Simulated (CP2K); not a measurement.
Two runs for the C K edge of 2-nitrosopyrimidine. Run A: CP2K XAS_TDP, all-electron GAPW, PBEh(45%), aug-cc-pVDZ, TDA, no relativity. Run B differs in one setting.

First lines with a strength over 0.0015. A:

| atom | energy (eV) | states | strength, one atom |
| --- | --- | --- | --- |
| C3 (bonded to 3 N) | 282.10 | 1 | 0.0386 |
|  | 284.46 | 1 | 0.0090 |
|  | 284.86 | 1 | 0.0181 |
|  | 288.81 | 1 | 0.0169 |
|  | 289.35 | 1 | 0.0124 |
| C5 (bonded to C, N and H) | 281.54 | 1 | 0.0595 |
|  | 285.94 | 1 | 0.0023 |
|  | 285.95 | 1 | 0.0129 |
|  | 287.05 | 1 | 0.0038 |
|  | 287.63 | 1 | 0.0028 |
| C6 (bonded to 2 C and H) | 281.01 | 1 | 0.0453 |
|  | 284.57 | 1 | 0.0093 |
|  | 284.78 | 1 | 0.0136 |
|  | 286.24 | 1 | 0.0046 |
|  | 286.53 | 1 | 0.0038 |

B:

| atom | energy (eV) | states | strength, one atom |
| --- | --- | --- | --- |
| C3 (bonded to 3 N) | 287.24 | 1 | 0.0379 |
|  | 289.61 | 1 | 0.0088 |
|  | 290.00 | 1 | 0.0178 |
|  | 293.95 | 1 | 0.0166 |
|  | 294.49 | 1 | 0.0122 |
| C5 (bonded to C, N and H) | 287.41 | 1 | 0.0582 |
|  | 291.81 | 1 | 0.0022 |
|  | 291.82 | 1 | 0.0127 |
|  | 292.92 | 1 | 0.0038 |
|  | 293.50 | 1 | 0.0028 |
| C6 (bonded to 2 C and H) | 286.76 | 1 | 0.0444 |
|  | 290.32 | 1 | 0.0091 |
|  | 290.53 | 1 | 0.0133 |
|  | 291.99 | 1 | 0.0045 |
|  | 292.28 | 1 | 0.0038 |

Which was it: scalar relativity switched on, the basis, GW2X switched on, the functional?

GW2X switched on. GW2X shifts an atom's lines together and keeps their spacings. Against PBEh(45%) in aug-cc-pVDZ, the leading lines move by +5.14 eV (C3, to 287.24), +5.87 eV (C5, to 287.41) and +5.75 eV (C6, to 286.76).

[Hosts, paths, dates, database ids (printed as entryN), source tags and the programs' standing remarks are cut or masked in the printed files.]
